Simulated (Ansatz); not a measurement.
## Y4S3N2 (C2/m): the gap up the ladder of methods

What gap does each level of theory give for Y4S3N2 (C2/m), and in what time?

Main program and level: Ansatz 0.2.0; density functionals, hybrids and G0W0, plane waves, PAW.

### Step 1. The starting structure

It takes space group C2/m (No. 12, monoclinic). The conventional cell has a = 12.924 Å, b = 3.831 Å, c = 9.850 Å, α = 90.00°, β = 128.38°, γ = 90.00°. Nearest to Y lie 3 N at 2.23 to 2.32 Å and 3 S at 2.88 to 2.92 Å. Nearest to Y lie 1 N at 2.14 Å and 5 S at 2.73 to 3.03 Å. Nearest to S lie 6 Y at 2.80 to 2.88 Å. Nearest to S lie 5 Y at 2.73 to 3.03 Å. N has 4 Y at 2.14 to 2.32 Å nearest. Farther neighbours and most contacts between anions are not listed.

The cell and positions are those that the Materials Project relaxed with its own functionals (PBE, PBE+U or r2SCAN), kept fixed. At the settings of the band run the largest force is still 0.06 eV/Å.

The logs state that the PAW files were generated under PBE.

### Step 2. LDA on the 6×6×4 mesh

This step: DFT, LDA, plane waves, PAW; PAW set soft_1.

input.yaml

```yaml
crystal:
  lattice:
    - [6.4622478753, -1.9155154099, 0.0]
    - [6.4622478753, 1.9155154099, 0.0]
    - [-6.1150777327, 0.0, 7.7218549571]
  atoms:
    - { symbol: "Y", position: [0.76032434, 0.76032434, 0.64851811] }
    - { symbol: "Y", position: [0.23967566, 0.23967566, 0.35148189] }
    - { symbol: "Y", position: [0.43654668, 0.43654668, 0.14567864] }
    - { symbol: "Y", position: [0.56345332, 0.56345332, 0.85432136] }
    - { symbol: S, position: [0.0, 0.0, 0.0] }
    - { symbol: S, position: [0.17442465, 0.17442465, 0.78433872] }
    - { symbol: S, position: [0.82557535, 0.82557535, 0.21566128] }
    - { symbol: "N", position: [0.64303648, 0.64303648, 0.36114028] }
    - { symbol: "N", position: [0.35696352, 0.35696352, 0.63885972] }
kpoints:
  mp_grid: { grid: [6, 6, 4] }
  band_path:
    path:
      - [0.0, 0.0, 0.0]
      - [-0.28574107, 0.28574107, 0.0]
      - [-0.71425893, -0.28574107, 0.0]
      - [-0.5, -0.5, 0.0]
      - [-0.5, -0.5, 0.5]
      - [-0.7433739, -0.2566261, 0.5]
      - [-0.2566261, 0.2566261, 0.5]
      - [0.0, 0.0, 0.5]
    npoints: 1
hamiltonian:
  xc: lda
  pseudopotentials: { kind: paw, azcp: { folder: soft_1 }, xc_functional: pbe }
scf:
  occupations: { method: fixed }
  n_extra_bands: 7
output:
  eigenvalues: true
  forces: true
  stress: true
```

Launch:

```
ansatz run input.yaml --threads 2 --pin off --max-ram 92160MiB --backend cuda --events-out ev --progress --plain --runs-dir out --devices 1 --max-vram 13GiB
```

Numbers of over 12 decimals in the logs are rounded to 6 here.

Log:

```text
basis.fft_grid_basis auto: the FFT boxes are laid along the combinations [[1, -1, 0], [0, 1, 0], [1, 0, 1]] of the cell's own vectors, 3.831, 6.740 and 7.963 Å long. The dense box has 27×48×54 points. Along the cell's own vectors, as sized, it would have 48×48×72, 2.37 times as many. Of the 4 symmetry operations that the crystal satisfies within crystal.symmetry.tolerance (time reversal apart; of a slab, those that k [...]
scf.n_extra_bands = 7 over 36 filled bands (N_el = 72.0): the run solves 43 bands
GPUs: using 1 of 1 available (devices: 1).
Engine: ansatz 0.2.0, x86_64-unknown-linux-gnu
Pseudopotentials: kind: paw
Pseudopotential: Y, paw, valence charge 11, recommended cutoff 420 eV (normal), soft_1/Y.paw.azcp
Pseudopotential: S, paw, valence charge 6, recommended cutoff 420 eV (normal), soft_1/S.paw.azcp
Pseudopotential: N, paw, valence charge 5, recommended cutoff 420 eV (normal), soft_1/N.paw.azcp
Functional definition: SPW92
  exchange = slater_x
  correlation = pw_c
device memory: the entry about to start is reckoned to put 2.4 GiB on a device that reports 30.5 GiB free (of which the cap on the GPU budget leaves the run 13.0 GiB)
GPU FFT provider: cuFFT
GPU libraries: cuBLAS 13.8.2, cuFFT 12.4.0, cuSOLVER 12.3.4
Crystal: 9 atoms, lattice volume = 191.171 Å³
Basis set: ecut = 420 eV, 3763 PW (Γ), FFT grids on a1−a2, a2, a1+a3
Bands: 43, of which v1, the nominal top of the filled ones, is band 36 counted from 1 (35 counted from 0)
Symmetry: 4 space group operations
Space group: C2/m (ITA 12), of the structure as read, at distance tolerance 5.8e-5 Å
k-points: 47 of 144
Non-local potential: Y, projectors of the file, l = 0: 3, l = 1: 2, l = 2: 2, l = 3: 1
Non-local potential: S, projectors of the file, l = 0: 2, l = 1: 2, l = 2: 1
Non-local potential: N, projectors of the file, l = 0: 2, l = 1: 2, l = 2: 1
PAW form: soft (Blöchl's): semilocal exchange-correlation on the pseudo side does not see the compensation charge
PAW frozen core: Y, regenerated for the run's functional, and the local potential with it (the file was generated under x = pbe(κ = 0.804, μ = 0.219515), c = pbe(β = 0.066725))
PAW frozen core: S, regenerated for the run's functional, and the local potential with it (the file was generated under x = pbe(κ = 0.804, μ = 0.219515), c = pbe(β = 0.066725))
PAW frozen core: N, regenerated for the run's functional, and the local potential with it (the file was generated under x = pbe(κ = 0.804, μ = 0.219515), c = pbe(β = 0.066725))
PAW one-centre angular grid: Y, 590 points (default); XC on 64 Gauss nodes
PAW one-centre angular grid: S, 110 points (default); XC on 64 Gauss nodes
PAW one-centre angular grid: N, 110 points (default); XC on 64 Gauss nodes
Initial density: superposition of atomic densities (chi_scale 0.1, normalization cell, long waves kept (reshape's long-wave potential 0.06 eV rms))
Initial wavefunctions: pseudopotential atomic-orbital guess
GPU buffer pool allocated for 69984 grid points (all kernels)
GPU transforms: local potential and band sums: pruned to the plane-wave sphere, on 25×45×54
Functional: x = slater, c = lda
SCF iter   1: F=—  HF=-18359.587602 eV  |F-HF|=—  |Δ(HF+E_count)|=         —  Δρ=4.96e-2  dr2=9.51e0  ethr=3.10e-3  ⟨swp⟩=5.0  Hψ=7225  notcnv=0  defer=205
preconditioner: auto → Resta (q_TF=auto, 2.319 Å⁻¹)  ε∞=5.4  [insulator: Δε(μ)=1.787 eV  Ē_g=8.143 eV  n_scr=44 (ndim 8)  ℏωp=17.0 eV  f_vac=0.000  ε∞_Penn≈5.4]
SCF iter   2: F=—  HF=-18357.633996 eV  |F-HF|=—  |Δ(HF+E_count)|=    1.95e0  Δρ=2.95e-2  dr2=1.63e0  ethr=3.10e-3  ⟨swp⟩=3.1  Hψ=3695  notcnv=0  defer=200
SCF iter   3: F=—  HF=-18357.258249 eV  |F-HF|=—  |Δ(HF+E_count)|=   3.76e-1  Δρ=1.23e-2  dr2=6.61e-1  ethr=2.26e-3  ⟨swp⟩=2.1  Hψ=2991  notcnv=0  defer=225
SCF iter   4: F=—  HF=-18357.063513 eV  |F-HF|=—  |Δ(HF+E_count)|=   1.95e-1  Δρ=3.22e-3  dr2=2.77e-2  ethr=9.18e-4  ⟨swp⟩=3.9  Hψ=3578  notcnv=0  defer=233
SCF iter   5: F=—  HF=-18357.060927 eV  |F-HF|=—  |Δ(HF+E_count)|=   2.59e-3  Δρ=1.02e-3  dr2=4.36e-3  ethr=3.85e-5  ⟨swp⟩=2.9  Hψ=3018  notcnv=0  defer=235
SCF iter   6: F=—  HF=-18357.060881 eV  |F-HF|=—  |Δ(HF+E_count)|=   4.58e-5  Δρ=2.51e-4  dr2=2.59e-4  ethr=6.06e-6  ⟨swp⟩=2.0  Hψ=2728  notcnv=0  defer=235
SCF iter   7: F=—  HF=-18357.060950 eV  |F-HF|=—  |Δ(HF+E_count)|=   6.85e-5  Δρ=7.56e-5  dr2=1.87e-5  ethr=3.60e-7  ⟨swp⟩=2.0  Hψ=2596  notcnv=0  defer=233
SCF iter   8: F=—  HF=-18357.060943 eV  |F-HF|=—  |Δ(HF+E_count)|=   6.66e-6  Δρ=1.88e-5  dr2=1.07e-6  ethr=2.60e-8  ⟨swp⟩=2.0  Hψ=2944  notcnv=0  defer=229
SCF iter   9: F=-18357.060943 eV  HF=-18357.060943 eV  |F-HF|=4.22e-8  |Δ(HF+E_count)|=   1.74e-7  Δρ=5.76e-6  dr2=9.79e-8  ethr=1.39e-10  ⟨swp⟩=16.1  Hψ=13331  notcnv=0
SCF 1 converged in 9 iterations: F = -18357.060943 eV  dr2 = 9.79e-8
[...]
device memory: the entry about to start is reckoned to put 1.6 GiB on a device that reports 40.5 GiB free (of which the cap on the GPU budget leaves the run 13.0 GiB)
NSCF: frozen V_eff on 8 k-points
SCF converged after 9 iterations
Free energy (F): -18357.060943 eV
Harris-Foulkes:  -18357.060943 eV  (|F-HF|=4.22e-8)
Internal energy: -18357.060943 eV  (E = F + TS)
E sigma→0 (E₀):  -18357.060943 eV
Fermi energy:    7.718264 eV
--- Per-component energies (eV) ---
  E_band       = -456.370128
  E_kinetic    = 1843.297962
  E_local      = -3591.334982  (includes V_loc(G=0)·N_el)
  E_nonlocal   = 297.827917
  E_hartree    = 1228.333595
  E_xc         = -1096.332152
  E_vxc        = -1226.583052  (∫ρ·V_xc dr)
  E_paw        = -12825.205402  (= ΣΔE_a)
  E_vpaw       = -236.246103  (= ΣTr[D̂ρ^β])
  E_aug_tail   = 0.001728  (compensation charges beyond the density's cutoff)
  E_ewald      = -4215.587630
  E_core_change = 1.938022  (= ΣΔE_core)
  E_smearing   = -0.000000  (= −TS)
  E_closure    = 0.000000  (closes the sum)
  Σ components = -18357.060943   (vs F -18357.060943, Δ=0.00e0)
--- Forces (eV/Å), atoms counted from 1 ---
  atom   1  Y      0.21298867     0.00000000    -0.03030608
  atom   2  Y     -0.21298867    -0.00000000     0.03030608
  atom   3  Y      0.08059573    -0.00000000     0.06097843
  atom   4  Y     -0.08059573     0.00000000    -0.06097843
  atom   5  S      0.00000000     0.00000000     0.00000000
  atom   6  S     -0.02155256     0.00000000     0.10330641
  atom   7  S      0.02155256     0.00000000    -0.10330641
  atom   8  N      0.14662093    -0.00000000     0.05342371
  atom   9  N     -0.14662093     0.00000000    -0.05342371
  max |Σ_I F_I| component: 0.00e0 eV/Å
--- Stress (GPa, compression-positive) ---
       -5.011210       0.000000       0.166665
        0.000000      -5.425636       0.000000
        0.166665       0.000000      -4.768635
  P = ⅓ Tr σ = -5.0685 GPa (-50.685 kbar)
--- Band table (eV; the first three rows and the last of 47) ---
  k-point 0: bands = [... 32 lower, 6.4569, 6.9088, 7.0994, 7.5624, 9.4047, 10.3329, 10.7133, 11.0827, ... 3 higher]
  k-point 1: bands = [... 32 lower, 6.4387, 7.0410, 7.0473, 7.2367, 9.4287, 10.2889, 10.9225, 11.0868, ... 3 higher]
  k-point 2: bands = [... 32 lower, 6.5174, 6.9874, 6.9905, 7.1692, 9.4538, 10.2421, 10.8616, 11.2471, ... 3 higher]
  k-point 46: bands = [... 32 lower, 6.6388, 6.6630, 6.8398, 7.7183, 9.0971, 10.0915, 10.9675, 11.0113, ... 3 higher]
```

Wall time 6.7 s (1 × NVIDIA H100 80GB HBM3 (shared by 6 runs) with 2 threads of AMD EPYC 7R13 (Zen 3), shared host); peak memory 0.96 GiB.

This step gave:

- pressure: -5.068 GPa
- gap: 1.340 eV
- valence top at: M_2
- conduction bottom at: Y_2
- least direct gap: 1.379 eV

Over mesh and listed points the gap is 1.340 eV, from k = (-0.500, -0.500, 0.500) to k = (-0.500, -0.500, 0.000). The least direct gap found is 1.379 eV, at k = (-0.500, -0.500, 0.500). The pressure in this cell is -5 GPa; the cell is kept.

### Step 3. PBEsol on the 6×6×4 mesh

This step: DFT, PBEsol, plane waves, PAW; PAW set soft_1.

Edit input.yaml of step 2 so:

```diff
@@ -29,3 +29,3 @@
 hamiltonian:
-  xc: lda
+  xc: pbesol
   pseudopotentials: { kind: paw, azcp: { folder: soft_1 }, xc_functional: pbe }
```

Log:

```text
[...]
GPUs: using 1 of 1 available (devices: 1).
[...]
GPU FFT provider: cuFFT
GPU libraries: cuBLAS 13.8.2, cuFFT 12.4.0, cuSOLVER 12.3.4
Crystal: 9 atoms, lattice volume = 191.171 Å³
Basis set: ecut = 420 eV, 3763 PW (Γ), FFT grids on a1−a2, a2, a1+a3, exchange–correlation on 54×96×108 points (8 copies of the dense FFT grid, shifted against one another)
Bands: 43, of which v1, the nominal top of the filled ones, is band 36 counted from 1 (35 counted from 0)
Symmetry: 4 space group operations
[...]
k-points: 47 of 144
[...]
GPU buffer pool allocated for 69984 grid points (all kernels)
[...]
SCF iter   1: F=—  HF=-18612.485345 eV  |F-HF|=—  |Δ(HF+E_count)|=         —  Δρ=4.87e-2  dr2=9.16e0  ethr=3.10e-3  ⟨swp⟩=5.0  Hψ=7570  notcnv=0  defer=206
[...]
atom   4  Y     -0.02470528     0.00000000     0.00322472
  atom   5  S      0.00000000     0.00000000     0.00000000
  atom   6  S     -0.01181870     0.00000000     0.05642575
  atom   7  S      0.01181870    -0.00000000    -0.05642575
  atom   8  N      0.11276479    -0.00000000     0.05100272
  atom   9  N     -0.11276479     0.00000000    -0.05100272
  max |Σ_I F_I| component: 0.00e0 eV/Å
--- Stress (GPa, compression-positive) ---
       -2.748852       0.000000       0.095278
        0.000000      -3.018924       0.000000
        0.095278       0.000000      -2.510596
  P = ⅓ Tr σ = -2.7595 GPa (-27.595 kbar)
--- Band table (eV; the first three rows and the last of 47) ---
  k-point 0: bands = [... 32 lower, 6.6401, 7.0654, 7.2646, 7.7408, 9.6120, 10.5425, 10.9484, 11.2983, ... 3 higher]
  k-point 1: bands = [... 32 lower, 6.6202, 7.2050, 7.2086, 7.4155, 9.6370, 10.4979, 11.1539, 11.3182, ... 3 higher]
  k-point 2: bands = [... 32 lower, 6.7066, 7.1456, 7.1678, 7.3303, 9.6631, 10.4503, 11.0904, 11.4542, ... 3 higher]
  k-point 46: bands = [... 32 lower, 6.8066, 6.8341, 7.0220, 7.8947, 9.2983, 10.3193, 11.1767, 11.2164, ... 3 higher]
[key lines of the parts left out:]
SCF converged after 9 iterations
Free energy (F): -18610.249649 eV
Fermi energy:    7.894714 eV
```

Elapsed: 11 s, on 1 × NVIDIA H100 80GB HBM3 (shared by 6 runs) with 2 threads; peak memory 0.96 GiB; 17 s of CPU time.

This step gave:

* pressure: -2.759 GPa
* gap: 1.365 eV
* valence top at: M_2
* conduction bottom at: Y_2
* least direct gap: 1.404 eV

Over mesh and listed points the gap is 1.365 eV, from k = (-0.500, -0.500, 0.500) to k = (-0.500, -0.500, 0.000). The least direct gap found is 1.404 eV, at k = (-0.500, -0.500, 0.500). PBEsol against LDA: 1.365 − 1.340 = +0.025 eV, with the same mesh, files and cutoff, and both edges at the same k points.

### Step 4. PBE on the 6×6×4 mesh

Levels along a band path and on the mesh show where this functional puts the band edges.

This step: DFT, PBE, plane waves, PAW; PAW set soft_1.

Edit input.yaml of step 3 so:

```diff
@@ -19,16 +19,12 @@
     path:
-      - [0.0, 0.0, 0.0]
-      - [-0.28574107, 0.28574107, 0.0]
-      - [-0.71425893, -0.28574107, 0.0]
-      - [-0.5, -0.5, 0.0]
-      - [-0.5, -0.5, 0.5]
-      - [-0.7433739, -0.2566261, 0.5]
-      - [-0.2566261, 0.2566261, 0.5]
-      - [0.0, 0.0, 0.5]
-    npoints: 1
+      - [[0.0, 0.0, 0.0], [-0.28574107, 0.28574107, 0.0]]
+      - [[-0.71425893, -0.28574107, 0.0], [-0.5, -0.5, 0.0], [0.0, 0.0, 0.0], [-0.5, -0.5, 0.5], [-0.7433739, -0.2566261, 0.5]]
+      - [[-0.2566261, 0.2566261, 0.5], [0.0, 0.0, 0.5], [0.0, 0.0, 0.0]]
+      - [[-0.5, 0.0, 0.5], [0.0, 0.0, 0.0], [-0.5, 0.0, 0.0]]
+    npoints: 10
 hamiltonian:
-  xc: pbesol
-  pseudopotentials: { kind: paw, azcp: { folder: soft_1 }, xc_functional: pbe }
+  xc: pbe
+  pseudopotentials: { kind: paw, azcp: { folder: soft_1 } }
 scf:
-  occupations: { method: fixed }
+  occupations: { method: fermi_dirac, width: 0.02 }
   n_extra_bands: 7
@@ -38 +34,5 @@
   stress: true
+  write_density: true
+  write_potential: true
+  elf: true
+  volumetric_format: npy
```

Log:

```text
[...]
GPUs: using 1 of 1 available (devices: 1).
[...]
GPU FFT provider: cuFFT
GPU libraries: cuBLAS 13.8.2, cuFFT 12.4.0, cuSOLVER 12.3.4
Crystal: 9 atoms, lattice volume = 191.171 Å³
Basis set: ecut = 420 eV, 3763 PW (Γ), FFT grids on a1−a2, a2, a1+a3, exchange–correlation on 54×96×108 points (8 copies of the dense FFT grid, shifted against one another)
[...]
k-point 0: bands = [... 32 lower, 6.7900, 7.1747, 7.3802, 7.8685, 9.8035, 10.7265, 11.1935, 11.4652, ... 3 higher]
  k-point 1: bands = [... 32 lower, 6.7651, 7.3212, 7.3213, 7.5514, 9.8276, 10.6840, 11.3632, 11.5268, ... 3 higher]
  k-point 2: bands = [... 32 lower, 6.8587, 7.2521, 7.3115, 7.4434, 9.8530, 10.6386, 11.2801, 11.6059, ... 3 higher]
  k-point 46: bands = [... 32 lower, 6.9356, 6.9746, 7.1612, 8.0187, 9.4869, 10.5236, 11.3589, 11.4294, ... 3 higher]
[key lines of the parts left out:]
SCF converged after 10 iterations
Free energy (F): -18886.660780 eV
Fermi energy:    8.723395 eV
P = ⅓ Tr σ = 0.4397 GPa (4.397 kbar)
```

The job ended after 19 s (1 × NVIDIA H100 80GB HBM3 (shared by 6 runs) with 2 threads; peak memory 1.1 GiB).

Numbers from this step:

```yaml
pressure: 0.4397 GPa
gap: 1.428 eV
valence_top_at: M_2
conduction_bottom_at: Y_2
least_direct_gap: 1.468 eV
```

Over mesh and path the gap is 1.428 eV, from k = (-0.500, -0.500, 0.500) to k = (-0.500, -0.500, 0.000). The least direct gap found is 1.468 eV, at k = (-0.500, -0.500, 0.500). PBE against PBEsol: 1.428 − 1.365 = +0.063 eV, with the same mesh, files and cutoff, and both edges at the same k points.

### Step 5. PBE+SOC on the 6×6×4 mesh

This run has two-component orbitals with spin-orbit coupling.

This step: DFT, PBE with spin-orbit coupling, plane waves, PAW; PAW set soft_1.

input.yaml

```yaml
crystal:
  lattice:
    - [6.4622478753, -1.9155154099, 0.0]
    - [6.4622478753, 1.9155154099, 0.0]
    - [-6.1150777327, 0.0, 7.7218549571]
  atoms:
    - { symbol: "Y", position: [0.76032434, 0.76032434, 0.64851811] }
    - { symbol: "Y", position: [0.23967566, 0.23967566, 0.35148189] }
    - { symbol: "Y", position: [0.43654668, 0.43654668, 0.14567864] }
    - { symbol: "Y", position: [0.56345332, 0.56345332, 0.85432136] }
    - { symbol: S, position: [0.0, 0.0, 0.0] }
    - { symbol: S, position: [0.17442465, 0.17442465, 0.78433872] }
    - { symbol: S, position: [0.82557535, 0.82557535, 0.21566128] }
    - { symbol: "N", position: [0.64303648, 0.64303648, 0.36114028] }
    - { symbol: "N", position: [0.35696352, 0.35696352, 0.63885972] }
kpoints:
  mp_grid: { grid: [6, 6, 4] }
  band_path:
    path:
      - [0.0, 0.0, 0.0]
      - [-0.28574107, 0.28574107, 0.0]
      - [-0.71425893, -0.28574107, 0.0]
      - [-0.5, -0.5, 0.0]
      - [-0.5, -0.5, 0.5]
      - [-0.7433739, -0.2566261, 0.5]
      - [-0.2566261, 0.2566261, 0.5]
      - [0.0, 0.0, 0.5]
    npoints: 1
hamiltonian:
  xc: pbe
  pseudopotentials: { kind: paw_fr, azcp: { folder: soft_1 } }
scf:
  occupations: { method: fixed }
  n_extra_bands: 14
magnetization:
  noncollinear: true
  spin_orbit: true
output:
  eigenvalues: true
  forces: true
  stress: true
```

Log:

```text
[...]
GPUs: using 1 of 1 available (devices: 1).
[...]
non-collinear run that drives no moment, with spin-orbit: no starting moment large enough to seed its density (crystal.atoms[].spin), no starting occupations that ask for one, no magnetisation constraint and no magnetic field, so the semilocal B_xc is pinned to zero
[...]
k-point 1: bands = [... 68 lower, 7.3455, 7.3455, 7.5531, 7.5531, 9.8280, 9.8280, 10.6844, 10.6844, ... 10 higher]
  k-point 2: bands = [... 68 lower, 7.3116, 7.3116, 7.4485, 7.4485, 9.8534, 9.8534, 10.6390, 10.6390, ... 10 higher]
  k-point 46: bands = [... 68 lower, 7.1619, 7.1619, 8.0190, 8.0190, 9.4873, 9.4873, 10.5238, 10.5238, ... 10 higher]
[key lines of the parts left out:]
SCF converged after 10 iterations
Magnetization: |M| = 0.0000 μB,  M = (+0.0000, +0.0000, +0.0000) μB
Free energy (F): -18889.577949 eV
Fermi energy:    8.019023 eV
P = ⅓ Tr σ = 0.4341 GPa (4.341 kbar)
```

Run time: 14 s. Hardware: 1 × NVIDIA H100 80GB HBM3 (shared by 6 runs) with 2 threads; peak memory 1.1 GiB.

This step gave:

* pressure: 0.4341 GPa
* gap: 1.428 eV
* valence top at: M_2
* conduction bottom at: Y_2
* least direct gap: 1.468 eV

Over mesh and listed points the gap is 1.428 eV, from k = (-0.500, -0.500, 0.500) to k = (-0.500, -0.500, 0.000). The least direct gap found is 1.468 eV, at k = (-0.500, -0.500, 0.500). PBE+SOC against PBE: 1.428 − 1.428 = +0.000 eV, with the same mesh, set of files (read in its fully relativistic form for the spin-orbit run) and cutoff, and both edges at the same k points. The spin-orbit run sees mesh and listed points alone, so its gap is an upper bound: the coupling can move an edge off these points, and the change over the zone, its sign included where it is small, is not known.

(Continued in part 2 of 3.)

[Paths, hosts, dates, memory and timing lines, banners, echoed tables and standing remarks are left out of the program output.]

[Logs are printed without paths, hosts, clocks, repeated set-up lines and the standing remarks that a program may print on its own settings, such as how far it seeks lower states.]

[Runs of the session that timed out or met a known fault of the program may be left out.]

[Cells called generated may have been cut or substituted from an entry of the Crystallography Open Database or the Materials Project.]

[Hosts, paths, dates, database ids (printed as entryN), source tags and the programs' standing remarks are cut or masked in the printed files.]

[Where an RPA ε∞ is given, it is that of the G0W0 mesh and is not shown converged in it. Names of k-points follow the symmetry that the program found, which can be lower than the space group named. Band edges on a path are those of the sampled points; other points can move an edge, and change direct to indirect where valleys lie close.]

[Hybrid gaps are those of their k-mesh and are not shown converged in it.]
